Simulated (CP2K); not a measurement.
Nitrosoethylene has these distinct C atoms: C1 (bonded to C and 2 H) and C2 (bonded to C, N and H).

```xyz
7

C    -0.8689    0.0727   -0.2792
C     0.1732   -0.4712    0.3666
N     1.5295    0.0060    0.1916
O     1.6263    1.2008   -0.0868
H    -0.7201    0.9604   -0.8953
H    -1.8628   -0.3697   -0.2329
H     0.1227   -1.3991    0.9360
```

Their partial C K spectra (CP2K XAS_TDP, all-electron GAPW, PBEh(45%), aug-cc-pVDZ, TDA, GW2X-corrected core level, no relativity) are given in random order, each times the number of alike atoms.

Gaussian full width 0.5 eV, oscillator strength per eV, alike atoms added, rows of zeros left out:

| E (eV) | curve 1 | curve 2 |
| --- | --- | --- |
| 285.50 | 0.000 | 0.003 |
| 285.75 | 0.000 | 0.034 |
| 286.00 | 0.000 | 0.089 |
| 286.25 | 0.001 | 0.059 |
| 286.50 | 0.009 | 0.010 |
| 286.75 | 0.034 | 0.000 |
| 287.00 | 0.033 | 0.000 |
| 287.25 | 0.008 | 0.000 |
| 287.50 | 0.001 | 0.000 |
| 288.50 | 0.003 | 0.000 |
| 288.75 | 0.029 | 0.000 |
| 289.00 | 0.065 | 0.000 |
| 289.25 | 0.036 | 0.000 |
| 289.50 | 0.005 | 0.000 |
| 290.00 | 0.000 | 0.001 |
| 290.25 | 0.000 | 0.007 |
| 290.50 | 0.000 | 0.015 |
| 290.75 | 0.004 | 0.014 |
| 291.00 | 0.022 | 0.019 |
| 291.25 | 0.028 | 0.016 |
| 291.50 | 0.009 | 0.023 |
| 291.75 | 0.002 | 0.026 |
| 292.00 | 0.005 | 0.009 |
| 292.25 | 0.006 | 0.009 |
| 292.50 | 0.007 | 0.017 |
| 292.75 | 0.020 | 0.015 |
| 293.00 | 0.021 | 0.008 |
| 293.25 | 0.013 | 0.009 |
| 293.50 | 0.018 | 0.016 |
| 293.75 | 0.017 | 0.013 |
| 294.00 | 0.014 | 0.010 |
| 294.25 | 0.017 | 0.019 |
| 294.50 | 0.017 | 0.015 |
| 294.75 | 0.018 | 0.009 |
| 295.00 | 0.013 | 0.010 |
| 295.25 | 0.004 | 0.007 |
| 295.50 | 0.005 | 0.004 |
| 295.75 | 0.007 | 0.001 |
| 296.00 | 0.011 | 0.000 |
| 296.25 | 0.013 | 0.001 |
| 296.50 | 0.007 | 0.001 |
| 296.75 | 0.006 | 0.001 |
| 297.00 | 0.003 | 0.006 |
| 297.25 | 0.001 | 0.011 |
| 297.50 | 0.001 | 0.006 |
| 297.75 | 0.006 | 0.005 |
| 298.00 | 0.021 | 0.006 |
| 298.25 | 0.025 | 0.005 |
| 298.50 | 0.018 | 0.015 |
| 298.75 | 0.029 | 0.018 |
| 299.00 | 0.028 | 0.014 |
| 299.25 | 0.017 | 0.034 |
| 299.50 | 0.012 | 0.033 |
| 299.75 | 0.017 | 0.015 |
| 300.00 | 0.030 | 0.020 |

Question: Which curve belongs to which atom?

Curve 1: C2 (bonded to C, N and H), leading line at 286.87 eV (f = 0.021 an atom), ionisation energy 293.35 eV, term value 6.48 eV. Curve 2: C1 (bonded to C and 2 H), leading line at 286.05 eV (f = 0.049 an atom), ionisation energy 293.24 eV, term value 7.19 eV. The leading line of an atom is its first one with 35 % of the strongest within 2.5 eV of its lowest line over the strength cut. A line lies at the core ionisation energy, which rises as an atom loses charge to its neighbours or to a π system, less the term value, which is large for a low π* or σ* orbital with weight on that atom.

[Banner, clock and machine lines of the logs are left out without a mark of their own.]

[Logs are printed without paths, hosts, clocks, repeated set-up lines and the standing remarks that a program may print on its own settings, such as how far it seeks lower states.]

[Hosts, paths, dates, database ids (printed as entryN), source tags and the programs' standing remarks are cut or masked in the printed files.]
